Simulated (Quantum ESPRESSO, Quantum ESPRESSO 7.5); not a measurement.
# 1T-PtS2, 1 layer: cutoff convergence

Which setting serves for 1T-PtS2, 1 layer? The runs below step through one kind of setting.

Method: plane-wave DFT, PBE, GBRV ultrasoft pseudopotentials, in Quantum ESPRESSO 7.5.

### Step 1. Set-up

The cell holds 3 atoms: 2 S and 1 Pt. Cell: a = 3.570 Å, b = 3.570 Å, c = 19.014 Å, α = 90.0°, β = 90.0°, γ = 120.0°. It derives from PtS2. Vacuum lies along c.

### Step 2. Ground state: ecutwfc 60 Ry, ecutrho 300 Ry

The first run is the reference of the series.

c0.in

```
&control
  prefix = 'c0'
  outdir = './out'
  pseudo_dir = './pseudo'
  calculation = 'scf'
  tprnfor = .true.
/
&system
  ibrav = 0
  nat = 3
  ntyp = 2
  ecutwfc = 60
  ecutrho = 300
  occupations = 'smearing'
  smearing = 'fd'
  degauss = 0.004
  assume_isolated = 'esm'
  esm_bc = 'bc1'
/
&electrons
  conv_thr = 1e-07
  mixing_beta = 0.4
  electron_maxstep = 120
  mixing_mode = 'local-TF'
/
ATOMIC_SPECIES
  S   32.0600  s_pbe_v1.4.uspp.F.UPF
  Pt  195.0840  pt_pbe_v1.4.uspp.F.UPF
CELL_PARAMETERS angstrom
  3.57000000000000 0.00000000000000 0.00000000000000
  -1.78500000000000 3.09171069151045 0.00000000000000
  0.00000000000000 0.00000000000000 19.01408639338038
ATOMIC_POSITIONS crystal
  S   0.666666666667 0.333333333333 -0.052963007312
  Pt  0.000000000000 0.000000000000 0.000000000000
  S   0.333333333333 0.666666666667 0.052963007312
K_POINTS automatic
  12 12 1 0 0 0
```

Started as:

```bash
$ OMP_NUM_THREADS=1 mpirun -n 4 pw.x -nk 4 -in c0.in > c0.out
```

The program printed:

```text
Program PWSCF v.7.5 starts
[citation notice left out]

     Parallel version (MPI & OpenMP), running on       4 processor cores
     Number of MPI processes:                 4
     Threads/MPI process:                     1

     MPI processes distributed on     1 nodes
[...]
Current dimensions of program PWSCF are:
     Max number of different atomic species (ntypx) = 10
     Max number of k-points (npk) =  40000
     Max angular momentum in pseudopotentials (lmaxx) =  4
     Message from routine setup:
     using ibrav=0 with symmetry is DISCOURAGED, use correct ibrav instead

     K-points division:     npool     =       4
     Subspace diagonalization in iterative solution of the eigenvalue problem:
     a serial algorithm will be used

     G-vector sticks info
     --------------------
     sticks:   dense  smooth     PW     G-vecs:    dense   smooth      PW
     Sum         955     745    211               124345    88929   13865

     Using Slab Decomposition

     bravais-lattice index     =            0
     lattice parameter (alat)  =       6.7463  a.u.
     unit-cell volume          =    1416.2474 (a.u.)^3
     number of atoms/cell      =            3
     number of atomic types    =            2
     number of electrons       =        28.00
     number of Kohn-Sham states=           18
     kinetic-energy cutoff     =      60.0000  Ry
     charge density cutoff     =     300.0000  Ry
     scf convergence threshold =      1.0E-07
     mixing beta               =       0.4000
     number of iterations used =            8  local-TF  mixing
     Exchange-correlation=  SLA  PW   PBX  PBC
                           (   1   4   3   4   0   0   0)

     Effective Screening Medium Method
     =================================
     Boundary Conditions: Vacuum-Slab-Vacuum
     total charge in unit cell        =   0.0000
     grid points for fit at edges     =        4

     celldm(1)=   6.746322  celldm(2)=   0.000000  celldm(3)=   0.000000
     celldm(4)=   0.000000  celldm(5)=   0.000000  celldm(6)=   0.000000

     crystal axes: (cart. coord. in units of alat)
               a(1) = (   1.000000   0.000000   0.000000 )
               a(2) = (  -0.500000   0.866025   0.000000 )
               a(3) = (   0.000000   0.000000   5.326075 )

     reciprocal axes: (cart. coord. in units 2 pi/alat)
               b(1) = (  1.000000  0.577350 -0.000000 )
               b(2) = (  0.000000  1.154701  0.000000 )
               b(3) = (  0.000000 -0.000000  0.187756 )

     PseudoPot. # 1 for S  read from file:
     ./pseudo/s_pbe_v1.4.uspp.F.UPF
     Pseudo is Ultrasoft + core correction, Zval =  6.0
     Generated by new atomic code, or converted to UPF format
     Using radial grid of  907 points,  6 beta functions with:
                l(1) =   0
                l(2) =   0
                l(3) =   1
                l(4) =   1
                l(5) =   2
                l(6) =   2
     Q(r) pseudized with  8 coefficients,  rinner =    1.300   1.300   1.300
                                                       1.300   1.300

     PseudoPot. # 2 for Pt read from file:
     ./pseudo/pt_pbe_v1.4.uspp.F.UPF
     Pseudo is Ultrasoft + core correction, Zval = 16.0
     Generated by new atomic code, or converted to UPF format
     Using radial grid of  985 points,  6 beta functions with:
                l(1) =   0
                l(2) =   0
                l(3) =   1
                l(4) =   1
                l(5) =   2
                l(6) =   2
     Q(r) pseudized with  8 coefficients,  rinner =    1.300   1.300   1.300
                                                       1.300   1.300

     atomic species   valence    mass     pseudopotential
     S                 6.00    32.06000     S ( 1.00)
     Pt               16.00   195.08400     Pt( 1.00)

     12 Sym. Ops., with inversion, found

   Cartesian axes

     site n.     atom                  positions (alat units)
         1        S      tau(   1) = (   0.5000000   0.2886751  -0.2820849  )
         2        Pt     tau(   2) = (   0.0000000   0.0000000   0.0000000  )
         3        S      tau(   3) = (  -0.0000000   0.5773503   0.2820849  )

     number of k points=    19  Fermi-Dirac smearing, width (Ry)=  0.0040
                       cart. coord. in units 2pi/alat
        k(    1) = (   0.0000000   0.0000000   0.0000000), wk =   0.0138889
        k(    2) = (   0.0000000   0.0962250   0.0000000), wk =   0.0833333
        k(    3) = (   0.0000000   0.1924501   0.0000000), wk =   0.0833333
        k(    4) = (   0.0000000   0.2886751   0.0000000), wk =   0.0833333
        k(    5) = (   0.0000000   0.3849002   0.0000000), wk =   0.0833333
        k(    6) = (   0.0000000   0.4811252   0.0000000), wk =   0.0833333
        k(    7) = (   0.0000000  -0.5773503   0.0000000), wk =   0.0416667
        k(    8) = (   0.0833333   0.1443376   0.0000000), wk =   0.0833333
        k(    9) = (   0.0833333   0.2405626   0.0000000), wk =   0.1666667
        k(   10) = (   0.0833333   0.3367877   0.0000000), wk =   0.1666667
[...]
k(   19) = (   0.3333333   0.5773503   0.0000000), wk =   0.0277778

     Dense  grid:   124345 G-vectors     FFT dimensions: (  40,  40, 200)

     Smooth grid:    88929 G-vectors     FFT dimensions: (  36,  36, 180)

     Estimated max dynamical RAM per process >     198.54 MB

     Estimated total dynamical RAM >     703.07 MB

     Initial potential from superposition of free atoms

     starting charge      27.4999, renormalised to      28.0000

     negative rho (up, down):  1.903E-01 0.000E+00
     Starting wfcs are   20 randomized atomic wfcs

     total cpu time spent up to now is        2.5 secs

     per-process dynamical memory:    94.0 Mb

     Self-consistent Calculation

     iteration #  1     ecut=    60.00 Ry     beta= 0.40
     Davidson diagonalization with overlap
     ethr =  1.00E-02,  avg # of iterations =  8.1

     negative rho (up, down):  1.795E-01 0.000E+00

     total cpu time spent up to now is        7.8 secs

     total energy              =    -258.90681966 Ry
     estimated scf accuracy    <       1.55099225 Ry

     iteration #  2     ecut=    60.00 Ry     beta= 0.40
[...]
negative rho (up, down):  1.809E-01 0.000E+00

[...]
total energy              =    -258.64754840 Ry
     estimated scf accuracy    <       0.67264917 Ry

     iteration #  3     ecut=    60.00 Ry     beta= 0.40
[...]
negative rho (up, down):  2.043E-01 0.000E+00

[...]
c_bands:  2 eigenvalues not converged
     c_bands:  1 eigenvalues not converged
[...]
negative rho (up, down):  1.930E-01 0.000E+00

[...]
total energy              =    -258.92153559 Ry
     estimated scf accuracy    <       0.00251932 Ry

     iteration #  7     ecut=    60.00 Ry     beta= 0.40
[...]
c_bands:  2 eigenvalues not converged
     c_bands:  1 eigenvalues not converged
     c_bands:  2 eigenvalues not converged
     c_bands:  1 eigenvalues not converged
[...]
negative rho (up, down):  1.929E-01 0.000E+00

[...]
total energy              =    -258.92363511 Ry
     estimated scf accuracy    <       0.00115243 Ry

     iteration #  8     ecut=    60.00 Ry     beta= 0.40
[...]
c_bands:  2 eigenvalues not converged
     c_bands:  1 eigenvalues not converged
[...]
negative rho (up, down):  1.900E-01 0.000E+00

[...]
total energy              =    -258.92325623 Ry
     estimated scf accuracy    <       0.00099827 Ry

     iteration #  9     ecut=    60.00 Ry     beta= 0.40
[...]
c_bands:  1 eigenvalues not converged
     c_bands:  1 eigenvalues not converged
[...]
negative rho (up, down):  1.828E-01 0.000E+00

[...]
total energy              =    -258.92330229 Ry
     estimated scf accuracy    <       0.00049955 Ry

     iteration # 10     ecut=    60.00 Ry     beta= 0.40
[...]
c_bands:  2 eigenvalues not converged
     c_bands:  2 eigenvalues not converged
     c_bands:  2 eigenvalues not converged
     c_bands:  2 eigenvalues not converged
     c_bands:  1 eigenvalues not converged
[...]
negative rho (up, down):  1.810E-01 0.000E+00

[...]
total energy              =    -258.92362312 Ry
     estimated scf accuracy    <       0.00015666 Ry

     iteration # 11     ecut=    60.00 Ry     beta= 0.40
[...]
c_bands:  2 eigenvalues not converged
     c_bands:  1 eigenvalues not converged
[...]
negative rho (up, down):  1.791E-01 0.000E+00

[...]
total energy              =    -258.92358640 Ry
     estimated scf accuracy    <       0.00119906 Ry

     iteration # 12     ecut=    60.00 Ry     beta= 0.40
[...]
c_bands:  2 eigenvalues not converged
     c_bands:  1 eigenvalues not converged
     c_bands:  1 eigenvalues not converged
     c_bands:  2 eigenvalues not converged
     c_bands:  1 eigenvalues not converged
[...]
negative rho (up, down):  1.778E-01 0.000E+00

[...]
total energy              =    -258.92381297 Ry
     estimated scf accuracy    <       0.00014494 Ry

     iteration # 13     ecut=    60.00 Ry     beta= 0.40
[...]
c_bands:  1 eigenvalues not converged
     c_bands:  1 eigenvalues not converged
     c_bands:  1 eigenvalues not converged
     c_bands:  1 eigenvalues not converged
[...]
negative rho (up, down):  1.778E-01 0.000E+00

[...]
total energy              =    -258.92380160 Ry
     estimated scf accuracy    <       0.00009811 Ry

     iteration # 14     ecut=    60.00 Ry     beta= 0.40
[...]
c_bands:  2 eigenvalues not converged
[...]
negative rho (up, down):  1.776E-01 0.000E+00

[...]
total energy              =    -258.92385129 Ry
     estimated scf accuracy    <       0.00013713 Ry

     iteration # 15     ecut=    60.00 Ry     beta= 0.40
[...]
negative rho (up, down):  1.776E-01 0.000E+00

[...]
total energy              =    -258.92386796 Ry
     estimated scf accuracy    <       0.00001699 Ry

     iteration # 16     ecut=    60.00 Ry     beta= 0.40
[...]
negative rho (up, down):  1.777E-01 0.000E+00

[...]
total energy              =    -258.92386431 Ry
     estimated scf accuracy    <       0.00000319 Ry

     iteration # 17     ecut=    60.00 Ry     beta= 0.40
[...]
c_bands:  1 eigenvalues not converged
[...]
negative rho (up, down):  1.777E-01 0.000E+00

[...]
total energy              =    -258.92385980 Ry
     estimated scf accuracy    <       0.00000106 Ry

     iteration # 18     ecut=    60.00 Ry     beta= 0.40
[...]
c_bands:  1 eigenvalues not converged
[...]
negative rho (up, down):  1.777E-01 0.000E+00

[...]
total energy              =    -258.92385843 Ry
     estimated scf accuracy    <       0.00000033 Ry

     iteration # 19     ecut=    60.00 Ry     beta= 0.40
[...]
c_bands:  1 eigenvalues not converged
[...]
negative rho (up, down):  1.777E-01 0.000E+00

[...]
End of self-consistent calculation

          k = 0.0000 0.0000 0.0000 ( 11147 PWs)   bands (ev):

   -59.7017 -59.7017 -59.3379 -21.6502 -17.9471 -13.4162 -13.4162 -11.7687
    -9.8390  -9.8390  -7.0922  -6.9095  -6.9095  -6.6133  -2.4673  -2.4673
    -0.8559  -0.7893

          k = 0.0000 0.0962 0.0000 ( 11165 PWs)   bands (ev):

   -59.7033 -59.7021 -59.3377 -21.5496 -18.0333 -13.3411 -13.3228 -11.7018
    -9.9787  -9.9197  -7.4774  -6.8912  -6.8911  -6.3159  -2.9925  -2.6478
    -0.6411  -0.6124

          k = 0.0000 0.1925 0.0000 ( 11139 PWs)   bands (ev):

   -59.7077 -59.7032 -59.3372 -21.2582 -18.2541 -13.1274 -13.0822 -11.5316
   -10.3597 -10.1005  -8.1655  -6.9522  -6.4122  -6.3128  -3.9085  -2.9458
    -0.2625  -0.1956

          k = 0.0000 0.2887 0.0000 ( 11126 PWs)   bands (ev):

   -59.7136 -59.7047 -59.3365 -20.8099 -18.5309 -12.8269 -12.8157 -11.4684
   -10.6904 -10.2546  -8.6216  -7.2883  -6.7981  -6.0228  -4.4394  -3.0370
    -0.3262   0.3939

          k = 0.0000 0.3849 0.0000 ( 11082 PWs)   bands (ev):

   -59.7195 -59.7062 -59.3358 -20.2734 -18.7954 -12.9376 -12.4904 -11.5189
   -10.5129 -10.2476  -8.8637  -7.9092  -7.5241  -6.3129  -4.1046  -2.9007
    -0.5256   1.1598

          k = 0.0000 0.4811 0.0000 ( 11092 PWs)   bands (ev):

   -59.7238 -59.7073 -59.3352 -19.7688 -19.0151 -13.4253 -12.2647 -11.1271
   -10.3213  -9.9659  -9.1139  -8.6626  -7.9154  -6.9365  -3.5330  -2.7152
    -0.4238   1.0158

[...]
the Fermi energy is    -5.1675 ev

!    total energy              =    -258.92386542 Ry
     estimated scf accuracy    <       0.00000004 Ry
     smearing contrib. (-TS)   =      -0.00000002 Ry
     internal energy E=F+TS    =    -258.92386540 Ry

     The total energy is F=E-TS. E is the sum of the following terms:
     one-electron contribution =     401.34672839 Ry
     hartree contribution      =    -202.62018789 Ry
     xc contribution           =     -74.00757564 Ry
     ewald contribution        =    -383.64283026 Ry

     convergence has been achieved in  19 iterations

     negative rho (up, down):  1.777E-01 0.000E+00

     Forces acting on atoms (cartesian axes, Ry/au):

     atom    1 type  1   force =    -0.00000000   -0.00000000   -0.12159792
     atom    2 type  2   force =    -0.00000000    0.00000000    0.00000000
     atom    3 type  1   force =    -0.00000000    0.00000000    0.12159792

     Total force =     0.171965     Total SCF correction =     0.000393

[...]
=------------------------------------------------------------------------------=
   JOB DONE.
=------------------------------------------------------------------------------=
[...]
```

Wall time 2.1 min (4 MPI ranks of Arm Neoverse N1, shared host); peak memory 0.86 GiB; 8.3 min of CPU time.

Read from the output:

* free energy: -3522.8387 eV
* Fermi energy: -5.168 eV
* valence top, on the run's zero: -5.909 eV
* conduction bottom, on the run's zero: -4.439 eV
* gap by band count: 1.470 eV
* vacuum line at the lower end of the cell, over the valence top: 5.909 eV
* vacuum line at the upper end of the cell, over the valence top: 5.909 eV

Electrostatic potential energy of an electron; zero at the highest filled level of the SCF mesh. Table of potential energy, planar mean by z:

| z (Å) | potential energy, planar mean (eV) |
| --- | --- |
| -9 | 5.91 |
| -8 | 5.91 |
| -7 | 5.91 |
| -6 | 5.91 |
| -5 | 5.91 |
| -4 | 5.90 |
| -3 | 5.81 |
| -2 | 3.87 |
| -1 | -11.9 |
| 0 | -16.5 |
| 1 | -11.9 |
| 2 | 3.87 |
| 3 | 5.81 |
| 4 | 5.90 |
| 5 | 5.91 |
| 6 | 5.91 |
| 7 | 5.91 |
| 8 | 5.91 |
| 9 | 5.91 |

The program's own clock; routines nest. Time by routine:

| routine | wall time (s) | calls |
| --- | --- | --- |
| PWSCF | 123.5 | 1 |
| electrons | 120 | 1 |
| c_bands | 76.43 | 19 |
| cegterg | 68.2 | 95 |
| h_psi | 53.07 | 1264 |
| fftw | 46.69 | 15758 |
| vloc_psi | 45.79 | 1264 |
| mix_rho | 19.29 | 19 |
| sum_band | 13.95 | 19 |
| ffts | 11.87 | 2205 |
| newd | 6.97 | 20 |
| calbec | 4.31 | 1379 |
| add_vuspsi | 3.66 | 1264 |
| v_of_rho | 3.54 | 20 |

The vacuum levels are read from the outermost 0.7 Å of the cell on either side.

The run needed 19 iterations to bring the estimated error under 1e-07 Ry; the largest force on any atom, held or free, is 3.13 eV/Å, so this geometry is far from relaxed and its levels are not those of the real material.

Inside the slab this potential holds the local part of the pseudopotentials, which can be repulsive at the nuclei; only its value in the vacuum has a meaning of its own.

### Step 3. Ground state: ecutwfc 50 Ry, ecutrho 250 Ry

c1.in is the input of step 2 with these lines changed:

```diff
@@ -1,3 +1,3 @@
 &control
-  prefix = 'c0'
+  prefix = 'c1'
   outdir = './out'
@@ -11,4 +11,4 @@
   ntyp = 2
-  ecutwfc = 60
-  ecutrho = 300
+  ecutwfc = 50
+  ecutrho = 250
   occupations = 'smearing'
```

Started as:

```bash
$ OMP_NUM_THREADS=1 mpirun -n 4 pw.x -nk 4 -in c1.in > c1.out
```

The program printed:

```text
[banner, memory and clock lines left out]
Program PWSCF v.7.5 starts
[...]
Message from routine setup:
[...]
number of electrons       =        28.00
     number of Kohn-Sham states=           18
     kinetic-energy cutoff     =      50.0000  Ry
     charge density cutoff     =     250.0000  Ry
[...]
number of k points=    19  Fermi-Dirac smearing, width (Ry)=  0.0040
[...]
Dense  grid:    94309 G-vectors     FFT dimensions: (  36,  36, 192)
[...]
negative rho (up, down):  1.841E-01 0.000E+00
     Starting wfcs are   20 randomized atomic wfcs
[...]
negative rho (up, down):  1.724E-01 0.000E+00
[...]
estimated scf accuracy    <       1.55736279 Ry
[...]
negative rho (up, down):  1.777E-01 0.000E+00
[...]
estimated scf accuracy    <       0.67482900 Ry
[...]
negative rho (up, down):  1.974E-01 0.000E+00
[...]
estimated scf accuracy    <       0.03029735 Ry
[...]
negative rho (up, down):  1.983E-01 0.000E+00
[...]
estimated scf accuracy    <       0.01139161 Ry
[...]
negative rho (up, down):  1.928E-01 0.000E+00
[...]
estimated scf accuracy    <       0.00969308 Ry
[...]
negative rho (up, down):  1.862E-01 0.000E+00
[...]
estimated scf accuracy    <       0.00304858 Ry
[...]
negative rho (up, down):  1.851E-01 0.000E+00
[...]
estimated scf accuracy    <       0.00113800 Ry
[...]
negative rho (up, down):  1.821E-01 0.000E+00
[...]
estimated scf accuracy    <       0.00162712 Ry
[...]
negative rho (up, down):  1.764E-01 0.000E+00
[...]
estimated scf accuracy    <       0.00044624 Ry
[...]
negative rho (up, down):  1.731E-01 0.000E+00
[...]
estimated scf accuracy    <       0.00024823 Ry
[...]
negative rho (up, down):  1.713E-01 0.000E+00
[...]
estimated scf accuracy    <       0.00091644 Ry
[...]
negative rho (up, down):  1.708E-01 0.000E+00
[...]
estimated scf accuracy    <       0.00019008 Ry
[...]
negative rho (up, down):  1.709E-01 0.000E+00
[...]
estimated scf accuracy    <       0.00000677 Ry
[...]
negative rho (up, down):  1.709E-01 0.000E+00
[...]
estimated scf accuracy    <       0.00000977 Ry
[...]
negative rho (up, down):  1.709E-01 0.000E+00
[...]
estimated scf accuracy    <       0.00000468 Ry
[...]
negative rho (up, down):  1.710E-01 0.000E+00
[...]
estimated scf accuracy    <       0.00000084 Ry
[...]
negative rho (up, down):  1.710E-01 0.000E+00
[...]
estimated scf accuracy    <       0.00000050 Ry
[...]
negative rho (up, down):  1.710E-01 0.000E+00
[...]
estimated scf accuracy    <       0.00000023 Ry
[...]
negative rho (up, down):  1.710E-01 0.000E+00
[...]
the Fermi energy is    -5.1707 ev
!    total energy              =    -258.92345634 Ry
     estimated scf accuracy    <       0.00000001 Ry
     smearing contrib. (-TS)   =      -0.00000002 Ry
     internal energy E=F+TS    =    -258.92345632 Ry
[...]
one-electron contribution =     401.34412594 Ry
     hartree contribution      =    -202.61773661 Ry
     xc contribution           =     -74.00701539 Ry
     ewald contribution        =    -383.64283026 Ry
     convergence has been achieved in  19 iterations
     negative rho (up, down):  1.710E-01 0.000E+00
[...]
Total force =     0.171971     Total SCF correction =     0.000220
[...]
```

Elapsed: 87 s, on 4 MPI ranks; peak memory 0.7 GiB.

This step gave:

```
free energy                                                    : -3522.8331 eV
Fermi energy                                                   : -5.171 eV
valence top, on the run's zero                                 : -5.912 eV
conduction bottom, on the run's zero                           : -4.443 eV
vacuum line at the lower end of the cell, over the valence top : 5.912 eV
vacuum line at the upper end of the cell, over the valence top : 5.912 eV
```

The program's own clock; routines nest. Time by routine:

| routine | wall time (s) | calls |
| --- | --- | --- |
| PWSCF | 86.73 | 1 |
| electrons | 83.98 | 1 |
| c_bands | 51.27 | 19 |
| cegterg | 44.23 | 95 |
| h_psi | 32.81 | 1221 |
| fftw | 27.61 | 15300 |
| vloc_psi | 27.38 | 1221 |
| mix_rho | 14.62 | 19 |
| sum_band | 10.03 | 19 |
| ffts | 8.72 | 2229 |
| newd | 5.31 | 20 |
| calbec | 3.24 | 1336 |
| v_of_rho | 2.88 | 20 |
| add_vuspsi | 2.73 | 1221 |

Counted from each run's own zero (the valence top), the vacuum level differs from the first run's by +3 meV.

(Continued in part 2 of 3.)

[Logs are printed without paths, hosts, clocks, repeated set-up lines and the standing remarks that a program may print on its own settings, such as how far it seeks lower states.]

[Hosts, paths, dates, database ids (printed as entryN), source tags and the programs' standing remarks are cut or masked in the printed files.]

[Maps of the electrostatic potential energy from Ansatz leave out the sawtooth potential of an applied field or a dipole correction, so their vacuum need not be flat; planar profiles and work functions include it.]
